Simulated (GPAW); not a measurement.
# A GW chain in GPAW: WS2 (Tungstenite)

How does a plane-wave GW calculation on WS2 (Tungstenite) run from the first input to the gap?

Calculated with GPAW 26.7.0; LDA and many-body steps on it, plane waves.

## 1. Set-up

The structure is trigonal, space group R3m (No. 160). The conventional cell has a = 3.158 Å, b = 3.158 Å, c = 18.490 Å, α = 90.00°, β = 90.00°, γ = 120.00°. W has 6 S at 2.39 to 2.42 Å nearest. Nearest to S lie 3 W at 2.39 Å. S has 3 W at 2.42 Å nearest. Farther neighbours and most contacts between anions are not listed.

Coordinates:

```cif
data_structure
_symmetry_space_group_name_H-M 'R3m:H'
_symmetry_Int_Tables_number 160
_cell_length_a 3.1580
_cell_length_b 3.1580
_cell_length_c 18.4900
_cell_angle_alpha 90.000
_cell_angle_beta 90.000
_cell_angle_gamma 120.000
_cell_volume 159.70
loop_
_atom_site_label
_atom_site_type_symbol
_atom_site_symmetry_multiplicity
_atom_site_Wyckoff_symbol
_atom_site_fract_x
_atom_site_fract_y
_atom_site_fract_z
_atom_site_occupancy
W1 W 3 a 0.00000 0.00000 0.00000 1
S1 S 3 a 0.66667 0.33333 0.08363 1
S2 S 3 a 0.33333 0.66667 0.24767 1
```

The cell and positions come from the Crystallography Open Database and are kept as given unless a step says otherwise. Spin-orbit coupling is left out unless a step names it.

## 2. Ground state

This step: GPAW 26.7.0; DFT, LDA, plane waves, PAW.

The ground-state density comes first.

run.py reads:

```python
import json
import numpy as np
from gpaw.mpi import world
from ase import Atoms
from gpaw import GPAW, PW, FermiDirac

atoms = Atoms(['W', 'S', 'S'],
    cell=[[1.5790000000, 0.9116360751, 6.1633333333],
      [-1.5790000000, 0.9116360751, 6.1633333333],
      [0.0000000000, -1.8232721501, 6.1633333333]],
    scaled_positions=[[0.0000000000, 0.0000000000, 0.0000000000],
      [0.2497000000, 0.2497000000, 0.2497000000],
      [0.4190000000, 0.4190000000, 0.4190000000]],
    pbc=(True, True, True))
calc = GPAW(mode=PW(450),
    xc='LDA',
    kpts={'size': (8, 8, 8), 'gamma': True},
    occupations=FermiDirac(0.001),
    nbands=-7,
    convergence={'density': 1e-6, 'bands': -3},
    maxiter=100,
    txt='gs.txt')
atoms.calc = calc
res = {'energy': atoms.get_potential_energy()}
kpts = calc.get_ibz_k_points()
res['kpts'] = kpts
res['eigenvalues'] = [calc.get_eigenvalues(kpt=k) for k in range(len(kpts))]
res['n_electrons'] = calc.get_number_of_electrons()
calc.write('gs.gpw')

if world.rank == 0:
    with open('result.json', 'w') as f:
        json.dump(res, f, default=lambda x: x.tolist())
```

Started as:

```
$ mpirun -n 4 gpaw python run.py
```

Numbers of over 12 decimals in the logs are rounded to 6 here.

What it wrote:

```text
__  _  _
 | _ |_)|_||  |
 |__||  | ||/\| - 26.7.0

Input parameters:
  mode=PW(ecut=450.000000),
  convergence={'density': 1e-06, 'bands': -3},
  kpts=MonkhorstPack(size=(8, 8, 8), gamma=True),
  maxiter=100,
  nbands=-7,
  occupations=Occupations(name='fermi-dirac', width=0.001, fixmagmom=False),
  xc=XC(name='LDA')
  [... matrices ...]
Diagonalizing LCAO Hamiltonian
Converting LCAO to pw mode

       S

       S

       W

Atoms  # Å, Bohr magnetons
|   | symbol |        x |        y |        z |    initial magnetic moments |
| 0 |      W | 0.000000 | 0.000000 | 0.000000 | ( 0.0000,  0.0000,  0.0000) |
| 1 |      S | 0.000000 | 0.000000 | 4.616953 | ( 0.0000,  0.0000,  0.0000) |
| 2 |      S | 0.000000 | 0.000000 | 7.747310 | ( 0.0000,  0.0000,  0.0000) |

Unit cell  # Å
| periodic |         x |         y |        z |  lengths |    angles |
|      yes |  1.579000 |  0.911636 | 6.163333 | 6.427363 | 28.442674 |
|      yes | -1.579000 |  0.911636 | 6.163333 | 6.427363 | 28.442674 |
|      yes |  0.000000 | -1.823272 | 6.163333 | 6.427363 | 28.442674 |

Number of symmetries: 6
Symmetry operations  # r_c * U_cc + t_c -> r_c
|   | kind |            matrix            |
| 0 |  E   |  1, 0, 0,  0, 1, 0,  0, 0, 1 |
| 1 |  σ   |  1, 0, 0,  0, 0, 1,  0, 1, 0 |
| 2 |  σ   |  0, 1, 0,  1, 0, 0,  0, 0, 1 |
| 3 |  C3  |  0, 1, 0,  0, 0, 1,  1, 0, 0 |
| 4 |  C3  |  0, 0, 1,  1, 0, 0,  0, 1, 0 |
| 5 |  σ   |  0, 0, 1,  0, 1, 0,  1, 0, 0 |

BZ-sampling:
  Number of BZ points: 512
  Number of IBZ points: 65

  Monkhorst-Pack size: [8, 8, 8]
  Monkhorst-Pack shift: [0.0625, 0.0625, 0.0625]

K-points  # in reciprocal-cell coordinates
|     |                                coordinates |     weight |
|   0 | (  0.00000000,   0.00000000,   0.00000000) | 0.00195312 |
|   1 | (  0.12500000,   0.00000000,  -0.12500000) | 0.01171875 |
|   2 | (  0.12500000,   0.00000000,   0.00000000) | 0.01171875 |
|   3 | (  0.12500000,   0.12500000,  -0.12500000) | 0.01171875 |
|   4 | (  0.12500000,   0.12500000,   0.00000000) | 0.01171875 |
|   5 | (  0.12500000,   0.12500000,   0.12500000) | 0.00390625 |
|   6 | (  0.25000000,  -0.12500000,  -0.12500000) | 0.01171875 |
|   7 | (  0.25000000,   0.00000000,  -0.25000000) | 0.01171875 |
|   8 | (  0.25000000,   0.00000000,  -0.12500000) | 0.02343750 |
|   9 | (  0.25000000,   0.00000000,   0.00000000) | 0.01171875 |
| ... |                                            |            |
|  64 | (  0.50000000,   0.50000000,   0.50000000) | 0.00195312 |

Plane wave coefficients: 1182
Cutoff: 450.000000 eV

Spin-components: 1 (collinear spins)
Bands:           20
Projectors:      16
Spin-degeneracy: 2
Datatype:        complex128

  Storage: CPU
  Wave functions: 24_523_200 bytes (6_130_800 per core)
  Projectors: 28_201_680 bytes (7_050_420 per core)
  [... matrices ...]
Parallelization:
  kpt:    4
  domain: 1
  band:   1

Density:
  Valence electrons: 26.0
  Components: 1
  Grid points: [32 32 32]
  Charge: 0.0  # |e|

Potential:
  Grid points: [32 32 32]

species:
  W:
    name:    Tungsten
    Z:       74.0
    valence: 14
    core:    60
    charge:  0.0  # [|e|]
    compensation charges:
      type: gauss
      rc: 0.40  # [Å]
      lmax: 2
    cutoffs:
      filter: 2.36  # [Å]
      core: 3.02  # [Å]
    projectors
    | kind |    occ | energy [eV] | rcut [Å] |
    |   5s |  2.000 |     -79.053 |    1.344 |
    |   6s |  2.000 |      -5.886 |    1.344 |
    |   5p |  6.000 |     -43.417 |    1.355 |
    |   6p |  0.000 |      -1.469 |    1.355 |
    |   5d |  4.000 |      -4.693 |    1.228 |
    |    d |        |      22.518 |    1.228 |

    Using partial waves for W as LCAO basis

  S:
    name:    Sulfur
    Z:       16.0
    valence: 6
    core:    10
    charge:  0.0  # [|e|]
    compensation charges:
      type: gauss
      rc: 0.24  # [Å]
      lmax: 2
    cutoffs:
      filter: 1.77  # [Å]
      core: 1.66  # [Å]
    projectors
    | kind |    occ | energy [eV] | rcut [Å] |
    |   3s |  2.000 |     -17.278 |    0.974 |
    |   3p |  4.000 |      -7.106 |    0.979 |
    |    s |        |       9.933 |    0.974 |
    |    p |        |      20.105 |    0.979 |
    |    d |        |       0.000 |    0.900 |

    Using partial waves for S as LCAO basis

Reference energy: -460165.274101  # eV

eigensolver:
  PPCG
  Converge bands: -3
  niter=2

density mixing:
  MSR1-Mixer
  Pratt-step length: 0.05
  Maximum mixing coefficient: 0.75
  Old densities: 10
  SVD Regularization: 0.005
  Good broyden scale: 1.0
  Trust region scale: 1.0
  Backstep threshold: 4.0
  History deletion threshold: 6.0
  Fourier metric: weight=20.0, sigma=0.015

occupation numbers:
  Fermi-Dirac:
    width: 0.0010  # eV

poisson solver:
  ecut: 3600.000000  # eV

xc functional:
  name: None

Initialization done in: 2.292 s

convergence criteria:
- Maximum integral of absolute [dens]ity change: 1e-06 electrons / valence electron
- Maximum [total energy] change in last 3 cyles: 0.0005 eV / valence electron
- Maximum integral of absolute [eigenst]ate change: 4e-08 eV^2 / valence electron
maximum number of iterations: 100

SCF iterations
|iter     |     time |      energy | eigst |  dens |
|iter:   1|  |  -25.291833 | +0.68 |       |
|iter:   2|  |  -25.247958 | -0.99 | -1.19 |
|iter:   3|  |  -24.982557 | -1.21 | -1.23 |
|iter:   4|  |  -25.008841 | -1.04 | -1.62 |
|iter:   5|  |  -24.924722 | -1.66 | -1.61 |
|iter:   6|  |  -24.924334 | -3.39 | -2.08 |
|iter:   7|  |  -24.924370c| -4.35 | -2.95 |
|iter:   8|  |  -24.924307c| -4.69 | -3.25 |
|iter:   9|  |  -24.924305c| -6.15 | -3.72 |
|iter:  10|  |  -24.924305c| -7.81c| -4.54 |
|iter:  11|  |  -24.924305c| -8.40c| -5.22 |
|iter:  12|  |  -24.924305c| -9.04c| -5.89 |
|iter:  13|  |  -24.924305c| -9.51c| -6.76c|

Converged in 13 steps
SCF loop duration: 14.845 s (1.142 s/step)
Energy contributions relative to reference atoms: (reference = -460165.274101)
  [... matrices ...]
Energy contributions:
  Kinetic:          15.163193
  Coulomb:         -16.833484
  Zero:             -0.000597
  External:          0.000000
  Xc:              -23.253417
  Entropy:          -0.000000
  Spinorbit:         0.000000
  ----------------------------
  Free energy:     -24.924305
  Extrapolated:    -24.924305

dipole moment: (-0.000000, -0.000000, -86.220450)  # |e|*Ang

Fermi level: 9.420
Eigenvalues  # (at kpt = [0.000, 0.000, 0.000])
| band index |      eig [eV] | occ [0-2] |
|          0 |       -65.824 |     2.000 |
|        ... |               |           |
|          5 |        -5.012 |     2.000 |
|          6 |         0.925 |     2.000 |
|          7 |         5.040 |     2.000 |
|          8 |         5.040 |     2.000 |
|          9 |         6.294 |     2.000 |
|         10 |         6.294 |     2.000 |
|         11 |         7.043 |     2.000 |
|         12 |         7.345 |     2.000 |
|         13 |        10.753 |     0.000 |
|         14 |        10.753 |     0.000 |
|         15 |        11.119 |     0.000 |
|         16 |        11.119 |     0.000 |
|         17 |        13.200 |     0.000 |
|         18 |        16.264 |     0.000 |
|         19 |        16.911 |     0.000 |

Gap: 1.089 eV
Transition (v -> c):
  (s=0, k=64, n=12, [0.50, 0.50, 0.50]) -> (s=0, k=8, n=13, [0.25, 0.00, -0.12])
Direct/indirect transitions are different
Direct gap: 2.276 eV
Transition at: (s=0, k=64, n=12, [0.50, 0.50, 0.50])
# Writing to gs.gpw (mode='')
  [... matrices ...]
```

Run time: 19 s. Hardware: 4 MPI ranks of Arm Neoverse V1, shared host; peak memory 0.85 GiB.

This step gave:

```
total energy               : -24.92 eV
gap                        : 1.089 eV
k of the valence top       : 0.5, 0.5, 0.5
k of the conduction bottom : 0.25, 0, -0.125
least direct gap           : 2.276 eV
```

The gap is indirect, with the least direct gap 1.19 eV higher.

## 3. Bands along the symmetry lines

The cheap functional maps the bands first; the places of the edges decide which points the dearer methods must see.

run.py reads:

```python
import json
import numpy as np
from gpaw.mpi import world
from gpaw import GPAW

path = [[0.000000, 0.000000, 0.000000],
    [-0.062500, -0.062500, -0.062500],
    [-0.125000, -0.125000, -0.125000],
    [-0.187500, -0.187500, -0.187500],
    [-0.250000, -0.250000, -0.250000],
    [-0.312500, -0.312500, -0.312500],
    [-0.375000, -0.375000, -0.375000],
    [-0.437500, -0.437500, -0.437500],
    [-0.500000, -0.500000, -0.500000],
    [-0.500000, -0.460157, -0.539843],
    [-0.500000, -0.420313, -0.579687],
    [-0.500000, -0.380470, -0.619530],
    [-0.500000, -0.340626, -0.659374],
    [-0.500000, -0.300783, -0.699217],
    [-0.500000, -0.260939, -0.739061],
    [-0.500000, -0.221096, -0.778904],
    [-0.500000, -0.181252, -0.818748],
    [-0.181252, 0.181252, -0.500000],
    [-0.158596, 0.158596, -0.500000],
    [-0.135939, 0.135939, -0.500000],
    [-0.113283, 0.113283, -0.500000],
    [-0.090626, 0.090626, -0.500000],
    [-0.067970, 0.067970, -0.500000],
    [-0.045313, 0.045313, -0.500000],
    [-0.022657, 0.022657, -0.500000],
    [0.000000, 0.000000, -0.500000],
    [0.000000, 0.000000, -0.437500],
    [0.000000, 0.000000, -0.375000],
    [0.000000, 0.000000, -0.312500],
    [0.000000, 0.000000, -0.250000],
    [0.000000, 0.000000, -0.187500],
    [0.000000, 0.000000, -0.125000],
    [0.000000, 0.000000, -0.062500],
    [0.000000, 0.000000, 0.000000],
    [0.000000, 0.042578, -0.042578],
    [0.000000, 0.085157, -0.085157],
    [0.000000, 0.127735, -0.127735],
    [0.000000, 0.170313, -0.170313],
    [0.000000, 0.212891, -0.212891],
    [0.000000, 0.255470, -0.255470],
    [0.000000, 0.298048, -0.298048],
    [0.000000, 0.340626, -0.340626],
    [-0.340626, 0.000000, -0.659374],
    [-0.360548, 0.000000, -0.639452],
    [-0.380470, 0.000000, -0.619530],
    [-0.400391, 0.000000, -0.599609],
    [-0.420313, 0.000000, -0.579687],
    [-0.440235, 0.000000, -0.559765],
    [-0.460157, 0.000000, -0.539843],
    [-0.480078, 0.000000, -0.519922],
    [-0.500000, 0.000000, -0.500000],
    [-0.437500, 0.000000, -0.437500],
    [-0.375000, 0.000000, -0.375000],
    [-0.312500, 0.000000, -0.312500],
    [-0.250000, 0.000000, -0.250000],
    [-0.187500, 0.000000, -0.187500],
    [-0.125000, 0.000000, -0.125000],
    [-0.062500, 0.000000, -0.062500],
    [0.000000, 0.000000, 0.000000]]
calc = GPAW('gs.gpw').fixed_density(kpts=path,
    symmetry='off',
    nbands=23,
    convergence={'bands': 19},
    txt='bands.txt')
res = {}
kpts = calc.get_ibz_k_points()
res['kpts'] = kpts
res['eigenvalues'] = [calc.get_eigenvalues(kpt=k) for k in range(len(kpts))]
res['n_electrons'] = calc.get_number_of_electrons()

if world.rank == 0:
    with open('result.json', 'w') as f:
        json.dump(res, f, default=lambda x: x.tolist())
```

Started as:

```
$ mpirun -n 4 gpaw python run.py
```

What it wrote:

```text
Diagonalizing LCAO Hamiltonian
Converting LCAO to pw mode
convergence criteria:
- Maximum integral of absolute [eigenst]ate change: 4e-08 eV^2 / valence electron
maximum number of iterations: 100

SCF iterations
|iter     |     time |      energy | eigst |  dens |
|iter:   1|  |             | +0.94 |       |
|iter:   2|  |             | -0.59 |       |
|iter:   3|  |             | -1.64 |       |
[...]
|iter:   8|  |             | -6.07 |       |
|iter:   9|  |             | -6.92 |       |
|iter:  10|  |             | -7.68c|       |
SCF steps: 10
  __  _  _
 | _ |_)|_||  |
 |__||  | ||/\| - 26.7.0

Input parameters:
  mode=PW(ecut=450.000000),
  convergence={'bands': 19},
  gpts=array([32, 32, 32]),
  kpts=KPoints(kpts=array([[ 0.      ,  0.      ,  0.      ],
         [-0.0625  , -0.0625  , -0.0625  ],
         [-0.125   , -0.125   , -0.125   ],
         [-0.1875  , -0.1875  , -0.1875  ],
[...]
[-0.5     , -0.460157, -0.539843],
         [-0.5     , -0.420313, -0.579687],
[...]
[-0.5     , -0.340626, -0.659374],
         [-0.5     , -0.300783, -0.699217],
         [-0.5     , -0.260939, -0.739061],
         [-0.5     , -0.221096, -0.778904],
         [-0.5     , -0.181252, -0.818748],
         [-0.181252,  0.181252, -0.5     ],
         [-0.158596,  0.158596, -0.5     ],
         [-0.135939,  0.135939, -0.5     ],
         [-0.113283,  0.113283, -0.5     ],
         [-0.090626,  0.090626, -0.5     ],
[...]
[-0.045313,  0.045313, -0.5     ],
         [-0.022657,  0.022657, -0.5     ],
         [ 0.      ,  0.      , -0.5     ],
         [ 0.      ,  0.      , -0.4375  ],
         [ 0.      ,  0.      , -0.375   ],
[...]
[ 0.      ,  0.      ,  0.      ],
         [ 0.      ,  0.042578, -0.042578],
         [ 0.      ,  0.085157, -0.085157],
         [ 0.      ,  0.127735, -0.127735],
         [ 0.      ,  0.170313, -0.170313],
         [ 0.      ,  0.212891, -0.212891],
         [ 0.      ,  0.25547 , -0.25547 ],
         [ 0.      ,  0.298048, -0.298048],
         [ 0.      ,  0.340626, -0.340626],
         [-0.340626,  0.      , -0.659374],
         [-0.360548,  0.      , -0.639452],
[...]
[-0.400391,  0.      , -0.599609],
         [-0.420313,  0.      , -0.579687],
         [-0.440235,  0.      , -0.559765],
         [-0.460157,  0.      , -0.539843],
         [-0.480078,  0.      , -0.519922],
[...]
[-0.125   ,  0.      , -0.125   ],
         [-0.0625  ,  0.      , -0.0625  ],
         [ 0.      ,  0.      ,  0.      ]])),
  maxiter=100,
  nbands=23,
  occupations=Occupations(name='fermi-dirac', width=0.001, fixmagmom=False),
  parallel={},
  symmetry=Symmetry(point_group=False, time_reversal=False),
  xc=XC(name='LDA')
```

Run time: 15 s. Hardware: 4 MPI ranks; peak memory 0.87 GiB; 59 s of CPU time.

This step gave:

| Property | Result |
| --- | --- |
| gap | 0.9355 eV |
| k of the valence top | -0.5, -0.5, -0.5 |
| k of the conduction bottom | 0, 0.1703, -0.1703 |
| least direct gap | 1.888 eV |

The gap is 0.935 eV, −0.154 eV from the run before at this level.

The electronic bands at the labelled points (eV, zero at the top of the highest filled band):

| point | band 10 | band 11 | band 12 | band 13 | band 14 | band 15 | band 16 | band 17 |
| --- | --- | --- | --- | --- | --- | --- | --- | --- |
| Γ | -2.30 | -2.30 | -1.55 | -1.25 | 2.16 | 2.16 | 2.53 | 2.53 |
| halfway | -2.94 | -2.28 | -2.28 | -0.33 | 2.20 | 2.20 | 2.46 | 2.46 |
| T | -3.57 | -2.27 | -2.27 | 0.00 | 2.28 | 2.28 | 2.36 | 2.36 |
| halfway | -4.21 | -2.97 | -2.19 | -1.55 | 1.58 | 2.12 | 2.49 | 3.92 |
| H2 | -4.61 | -4.06 | -3.00 | -0.73 | 1.21 | 2.46 | 3.49 | 4.78 |
| jump to H0 | -4.61 | -4.06 | -3.00 | -0.73 | 1.21 | 2.46 | 3.49 | 4.78 |
| halfway | -4.07 | -3.49 | -2.75 | -1.16 | 1.79 | 2.71 | 2.93 | 4.30 |
| L | -4.16 | -2.55 | -1.80 | -1.73 | 2.24 | 2.53 | 3.54 | 3.83 |
| halfway | -3.42 | -2.63 | -1.91 | -1.62 | 1.29 | 1.99 | 2.81 | 3.35 |
| Γ | -2.30 | -2.30 | -1.55 | -1.25 | 2.16 | 2.16 | 2.53 | 2.53 |
| halfway | -3.94 | -2.94 | -1.78 | -1.57 | 0.94 | 2.11 | 2.59 | 4.01 |
| S0 | -4.63 | -3.99 | -3.05 | -0.71 | 1.18 | 2.47 | 3.44 | 4.83 |
| jump to S2 | -4.63 | -3.99 | -3.05 | -0.71 | 1.18 | 2.47 | 3.44 | 4.83 |
| halfway | -4.26 | -3.55 | -2.98 | -1.08 | 1.95 | 2.88 | 3.35 | 3.86 |
| F | -4.08 | -3.17 | -2.00 | -1.54 | 2.19 | 2.64 | 3.13 | 4.34 |
| halfway | -3.38 | -2.68 | -2.24 | -1.50 | 1.45 | 1.83 | 2.80 | 3.53 |
| Γ | -2.30 | -2.30 | -1.55 | -1.25 | 2.16 | 2.16 | 2.53 | 2.53 |

## 4. Empty states on the mesh, 6×6×6 mesh, 254 bands

The sums over transitions need many empty states on a uniform mesh; this step solves for them.

run.py reads:

```python
import json
import numpy as np
from gpaw.mpi import world
from gpaw import GPAW

calc = GPAW('gs.gpw').fixed_density(kpts={'size': (6, 6, 6), 'gamma': True},
    parallel={'domain': 1, 'band': 1},
    txt='nscf.txt')
calc.diagonalize_full_hamiltonian(nbands=254)
calc.write('full.gpw', mode='all')
res = {}
kpts = calc.get_ibz_k_points()
res['kpts'] = kpts
res['eigenvalues'] = [calc.get_eigenvalues(kpt=k) for k in range(len(kpts))]
res['n_electrons'] = calc.get_number_of_electrons()

if world.rank == 0:
    with open('result.json', 'w') as f:
        json.dump(res, f, default=lambda x: x.tolist())
```

Started as:

```
$ mpirun -n 4 gpaw python run.py
```

What it wrote:

```text
Diagonalizing LCAO Hamiltonian
Converting LCAO to pw mode
convergence criteria:
- Maximum integral of absolute [eigenst]ate change: 4e-08 eV^2 / valence electron
maximum number of iterations: 100

SCF iterations
|iter     |     time |      energy | eigst |  dens |
|iter:   1|  |             | +0.50 |       |
|iter:   2|  |             | -1.10 |       |
|iter:   3|  |             | -2.56 |       |
|iter:   4|  |             | -3.81 |       |
|iter:   5|  |             | -4.95 |       |
|iter:   6|  |             | -6.13 |       |
|iter:   7|  |             | -7.20 |       |
|iter:   8|  |             | -7.74c|       |
SCF steps: 8
  __  _  _
 | _ |_)|_||  |
 |__||  | ||/\| - 26.7.0

Input parameters:
  mode=PW(ecut=450.000000),
  convergence={'density': 1e-06, 'bands': -3},
  gpts=array([32, 32, 32]),
  kpts=MonkhorstPack(size=(6, 6, 6), gamma=True),
  maxiter=100,
  nbands=20,
  occupations=Occupations(name='fermi-dirac', width=0.001, fixmagmom=False),
  parallel={'domain': 1, 'band': 1},
  xc=XC(name='LDA')
Matrix size: 1182x1182
# Writing to full.gpw (mode='all')
  [... matrices ...]

timing:  # [seconds]
  Total: 20.309  # ━━━━━━━━━━━━━━━━━━━━━━━━━━━━━━━━━━━━━━━━━━━━━━━━━━━━━━━━━━
```

It took 28 s on 4 MPI ranks; peak memory 1.5 GiB; 1.9 min of CPU time.

Numbers from this step:

```
gap                                                           : 0.9419 eV
k of the valence top                                          : 0.5, 0.5, 0.5
k of the conduction bottom                                    : 0.1667, 0, -0.1667
least direct gap                                              : 1.879 eV
k points computed                                             : 32
lowest point of the top converged band, above the valence top : 144.9260 eV
```

On this mesh the gap is 0.942 eV.

[end of part 1 of 2]

[Paths, hosts, dates, memory and timing lines, banners, echoed tables and standing remarks are left out of the program output.]

[Logs are printed without paths, hosts, clocks, repeated set-up lines and the standing remarks that a program may print on its own settings, such as how far it seeks lower states.]

[Runs of the session that timed out or met a known fault of the program may be left out.]

[Hosts, paths, dates, database ids (printed as entryN), source tags and the programs' standing remarks are cut or masked in the printed files.]
